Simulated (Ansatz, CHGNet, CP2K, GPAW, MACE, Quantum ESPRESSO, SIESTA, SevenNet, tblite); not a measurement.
## tblite runs on Ti3C2O2 MXene, 1 layer (61 atoms)

Wanted: tblite inputs and outputs for Ti3C2O2 MXene, 1 layer (61 atoms), checked against a plane-wave reference.

Program: tblite 0.8.0. Level of theory: the method is named at each step. Results are calculated unless marked as measured.

## Step 1: Set-up

The cell holds 61 atoms: 25 Ti, 18 C and 18 O. Cell: a = 9.120 Å, b = 9.120 Å, c = 20.900 Å, α = 90.0°, β = 90.0°, γ = 120.0°. It derives from Ti3C2O2 (Ti3C2O2 MXene). 1 layer of Ti3C2O2 MXene (a = 3.04 Å), 3 x 3 cells; 14 Å of vacuum; 2 Ti removed at random; every coordinate displaced by a Gaussian of 0.03 Å. Then every atom was moved at random, 0.03 Å r.m.s. a Cartesian component. Vacuum lies along c.

The yardstick, on the same geometry:

```
method                 : Kohn-Sham DFT, PBE, SSSP efficiency 1.3.0 pseudopotentials, plane waves (Quantum ESPRESSO 7.5); sssp-pbe-1.3.0-efficiency, cutoffs 60/480 Ry, Γ point
r.m.s. force component : 1.241 eV/Å
longest force          : 4.003 eV/Å
time                   : 7.5 min on 4 MPI ranks of Arm Neoverse V1, shared host
CPU time               : 30 min
```

## Step 2: GFN1-xTB

Method: GFN1-xTB tight binding, diagonalisation.

Input file run.py:

```python
import numpy as np
from ase.io import read
from tblite.ase import TBLite

atoms = read("structure.xyz")
atoms.calc = TBLite(method="GFN1-xTB", electronic_temperature=580, accuracy=1.0, max_iterations=250, mixer_damping=0.1, verbosity=1)
energy = atoms.get_potential_energy()
forces = atoms.get_forces()
print(f"energy {energy:.6f} eV")
print("forces (eV/A)")
for i, (a, f) in enumerate(zip(atoms, forces)):
    print(f"{i:4d} {a.symbol:2s} {f[0]:10.5f} {f[1]:10.5f} {f[2]:10.5f}")
print("charges (e)")
print(np.array2string(atoms.get_charges(), precision=4, suppress_small=True, max_line_width=110, threshold=100000))
```

Input file structure.xyz:

```xyz
61
Lattice="9.12000 0.00000 0.00000 -4.56000 7.89815 0.00000 0.00000 0.00000 20.90000" Properties=species:S:1:pos:R:3 pbc="T T T"
Ti 4.53702 7.83449 10.47341
C 0.00228 1.72622 11.70755
C 1.51652 0.92511 9.13999
Ti 0.03498 1.73120 7.88390
O 4.56114 7.87848 13.90895
O -4.53766 7.88188 7.07277
Ti 7.61958 2.59786 10.38918
C -1.48943 4.29399 11.70024
C 0.02285 3.56467 9.21836
Ti -0.03215 3.50007 13.03094
Ti -1.48884 4.35030 7.92988
O 7.54384 2.59573 13.88053
O -1.52263 2.64327 7.00213
Ti -3.06336 5.32675 10.51542
C -2.99934 7.01063 11.71738
C -1.54666 6.13892 9.21690
Ti -1.57703 6.11159 13.02781
Ti -3.02529 7.04736 7.90292
O 6.02604 5.27533 13.88951
O 6.05823 5.28497 7.00547
Ti 3.04777 0.03057 10.43850
C 3.06031 1.77282 11.66345
C 4.55576 0.90615 9.16005
Ti 4.57587 0.91492 13.00168
Ti 3.06131 1.77029 7.95015
O 3.02542 0.03136 13.87655
O 3.07426 0.03696 7.02721
Ti 1.47730 2.67344 10.46965
C 1.54757 4.39390 11.72532
C 3.07896 3.50733 9.17092
Ti 3.00385 3.48814 13.00168
O 1.52806 2.64462 13.84437
O 1.54666 2.62377 7.04769
Ti 0.00762 5.28900 10.45669
C -0.05230 6.98868 11.71069
C 1.47949 6.05117 9.27166
Ti 1.49313 6.15266 13.03387
Ti 0.03908 7.08567 7.93259
O 0.05139 5.32185 13.92609
O 0.04742 5.25116 6.99042
Ti 6.08053 0.00845 10.45543
C 6.09667 1.68396 11.66575
C 7.65660 0.75743 9.17761
Ti 7.58670 0.90379 13.01965
Ti 6.08961 1.71595 7.90333
O 6.00807 0.01437 13.89223
O 1.53480 7.89420 7.04414
Ti 4.49370 2.71602 10.44791
C 4.53296 4.31626 11.75876
C 6.05983 3.48064 9.18785
Ti 6.11377 3.49177 13.01192
Ti 4.58709 4.41475 7.93155
O 4.50314 2.64438 13.83371
O 4.51217 2.62511 7.00610
Ti 3.09077 5.25432 10.44728
C 3.03213 7.08322 11.70776
[... 1 atom lines left out ...]
Ti 4.57924 6.14271 12.96950
Ti 2.99825 6.98268 7.93657
O 3.06747 5.23908 13.86610
O 3.01329 5.25314 6.98520
```

Command:

```bash
$ OMP_NUM_THREADS=1 python run.py > output.txt
```

The program printed:

```text
------------------------------------------------------------
  cycle        total energy    energy error   density error
------------------------------------------------------------
      1     -128.1038951592  -1.2830536E+02   1.2289049E+00
      2     -140.6145505416  -1.2510655E+01   9.6145081E-01
      3     -151.2950332600  -1.0680483E+01   6.3869146E-01
      4     -152.8941216476  -1.5990884E+00   5.6992303E-01
      5     -151.2644214014   1.6297002E+00   4.9335224E-01
      6     -134.4030527752   1.6861369E+01   4.8870817E-01
      7     -145.0766810282  -1.0673628E+01   3.4717914E-01
      8     -153.6582816444  -8.5816006E+00   1.9024205E-01
      9     -154.3997437564  -7.4146211E-01   1.5526856E-01
     10     -154.7296426213  -3.2989886E-01   1.1043963E-01
     11     -154.8512796143  -1.2163699E-01   6.8881706E-02
     12     -154.9487788260  -9.7499212E-02   4.0471712E-02
     13     -154.9801055648  -3.1326739E-02   2.6083222E-02
     14     -154.9959504959  -1.5844931E-02   1.7374472E-02
     15     -154.9983548890  -2.4043932E-03   1.3042804E-02
     16     -154.9987766102  -4.2172118E-04   1.1385252E-02
     17     -155.0004079278  -1.6313176E-03   6.2779235E-03
     18     -155.0011430437  -7.3511589E-04   3.7877493E-03
     19     -155.0015521788  -4.0913514E-04   2.7134873E-03
     20     -155.0017150242  -1.6284536E-04   1.9679917E-03
     21     -155.0017909453  -7.5921067E-05   1.0415990E-03
     22     -155.0018145459  -2.3600659E-05   3.9330934E-04
     23     -155.0018230230  -8.4770668E-06   2.3260212E-04
     24     -155.0018249536  -1.9305677E-06   1.7829524E-04
     25     -155.0018248674   8.6164562E-08   1.6050369E-04
     26     -155.0018251869  -3.1953894E-07   8.4902790E-05
     27     -155.0018253335  -1.4657562E-07   7.4352105E-05
     28     -155.0018253807  -4.7147012E-08   5.4011366E-05
     29     -155.0018254585  -7.7878042E-08   3.2929939E-05
     30     -155.0018254725  -1.3951507E-08   2.5561760E-05
     31     -155.0018254892  -1.6704462E-08   1.6914124E-05
------------------------------------------------------------
 total:                                   2.450 sec
energy -4217.814508 eV
forces (eV/A)
   0 Ti    0.39404    0.74828   -0.16166
   1 C    -0.63115    0.49449   -1.23579
   2 C     0.05352   -0.59510    1.60408
   3 Ti    1.21856    1.42086   -1.59536
   4 O    -2.22350   -1.15478   -1.81229
   5 O     0.07792    0.15230    0.57391
   6 Ti   -0.21309    0.16361    0.41745
   7 C    -0.47640    0.40460   -0.60821
   8 C    -0.69907   -0.69489    1.13810
   9 Ti    1.59166   -1.20615    0.97763
  10 Ti    1.78668    0.78957   -2.03850
  11 O    -0.13620    0.34335   -0.78287
  12 O    -0.26748   -0.28918    1.32272
  13 Ti    0.44091   -0.64586   -0.66904
  14 C    -0.23827   -0.59586   -1.43618
  15 C    -0.10381    0.14849    0.81720
  16 Ti   -0.14191    2.08380    1.38549
  17 Ti    0.03384   -0.20235   -1.05678
  18 O     0.40328   -0.56497   -1.02691
  19 O     0.15652    0.02837    1.36614
  20 Ti   -0.25743    0.08355    0.11016
  21 C     0.24709    0.12535   -1.21740
  22 C     0.31828   -0.13969    1.41477
  23 Ti   -2.09539   -0.67034    1.46723
[...]
53 O     0.70726   -0.17667    1.25517
  54 Ti   -0.72231   -0.07661    0.09609
  55 C    -0.28359   -0.59931   -0.83240
  56 C     0.73180   -0.21117    1.95373
  57 Ti    0.08714    1.72574    2.03639
  58 Ti   -0.43238   -2.16200   -2.09286
  59 O    -0.31120    0.31191   -1.05284
  60 O     2.08811    1.42859    1.94941
charges (e)
[ 0.0271 -0.1217 -0.2555  0.7755 -0.4447 -0.4687 -0.1017 -0.2731 -0.1213  0.7657  0.7631 -0.4636 -0.4619
 -0.0741 -0.1408 -0.2471  0.7677  0.7557 -0.4587 -0.4678  0.0366 -0.118  -0.2636  0.7729  0.753  -0.4448
 -0.4684  0.0668 -0.2516 -0.1139  0.7727 -0.4463 -0.4388  0.0006 -0.2363 -0.1105  0.765   0.7618 -0.4718
 -0.442  -0.0783 -0.2165 -0.2555  0.7599  0.7512 -0.4716 -0.4548 -0.1662 -0.2435 -0.2153  0.7463  0.7596
 -0.4612 -0.4554  0.0142 -0.2493 -0.2483  0.7641  0.7519 -0.4732 -0.4355]
```

Wall time 3.1 s (1 thread of Arm Neoverse V1, shared host); peak memory 0.13 GiB.

Banners, paths, timers and routine set-up lines are dropped from the logs unmarked, and long logs keep their key lines alone; longer cuts are marked.

Against the reference:

```yaml
r_m_s_force_component: 1.046 eV/Å
r_m_s_difference_of_force_components: 448.7 meV/Å
longest_difference_of_force_vectors: 1495 meV/Å
force_difference_over_r_m_s_force: 36.15 %
slope_of_forces_against_the_reference_s: 0.7893
correlation_of_force_components: 0.9372
```

Length of the force difference by element (eV/Å):

| element | atoms | mean | most |
| --- | --- | --- | --- |
| C | 18 | 0.49 | 0.84 |
| O | 18 | 0.80 | 1.3 |
| Ti | 25 | 0.80 | 1.5 |

The surroundings of C9, picked at random, nearest first, numbered as they follow in the input and with coordinates relative to it.

| atom | x | y | z | distance (Å) | bonds | Mulliken charge (e) | Fx | Fy | Fz (eV/Å) |
| --- | --- | --- | --- | --- | --- | --- | --- | --- | --- |
| C9 | 0.00 | 0.00 | 0.00 | 0.00 | 5 | -0.12 | -0.70 | -0.69 | 1.14 |
| Ti28 | 1.45 | -0.89 | 1.25 | 2.12 | 6 | 0.07 | 0.23 | -0.36 | -0.10 |
| Ti34 | -0.02 | 1.72 | 1.24 | 2.12 | 6 | 0.00 | -0.15 | -0.32 | 0.26 |
| Ti11 | -1.51 | 0.79 | -1.29 | 2.14 | 6 | 0.76 | 1.79 | 0.79 | -2.04 |
| Ti7 | -1.52 | -0.97 | 1.17 | 2.15 | 6 | -0.10 | -0.21 | 0.16 | 0.42 |
| Ti4 | 0.01 | -1.83 | -1.33 | 2.27 | 6 | 0.78 | 1.22 | 1.42 | -1.60 |
| O40 | 0.02 | 1.69 | -2.23 | 2.79 | 2 | -0.44 | -2.40 | 1.21 | 2.05 |
| O33 | 1.52 | -0.94 | -2.17 | 2.81 | 2 | -0.44 | -0.38 | -2.39 | 1.52 |
| O13 | -1.55 | -0.92 | -2.22 | 2.85 | 3 | -0.46 | -0.27 | -0.29 | 1.32 |

Atoms are counted from 1 here, from 0 in the log.

Forces lie 36 % from the reference's, at 0.0017 times its CPU time (on 1 against 4 cores).

## Step 3: What came out

- force difference from the reference: tblite GFN1-xTB, 36 %
- its CPU time: 3 s

In words: Tight binding differs by 36 % (tblite GFN1-xTB); it is another model, with fitted parameters of its own, and the xTB methods hold dispersion. One electronic-structure run takes under half the reference's CPU time: tblite GFN1-xTB, at 36 % in 3 s against 30 min. Periodic xTB results under one method name differ between programs and library versions. The runs have no spin polarisation, so any moments at edges, vacancies or dangling bonds can't form. The electronic-structure runs sample only Γ, in a cell whose shortest periodic width is 8 Å, which is coarse for a cell with partly filled levels.

[Also dropped from logs without a mark: logging warnings of Python, and SIESTA's first energy breakdown and zero terms.]

[Logs are printed without paths, hosts, clocks, repeated set-up lines and the standing remarks that a program may print on its own settings, such as how far it seeks lower states.]

[Hosts, paths, dates, database ids (printed as entryN), source tags and the programs' standing remarks are cut or masked in the printed files.]
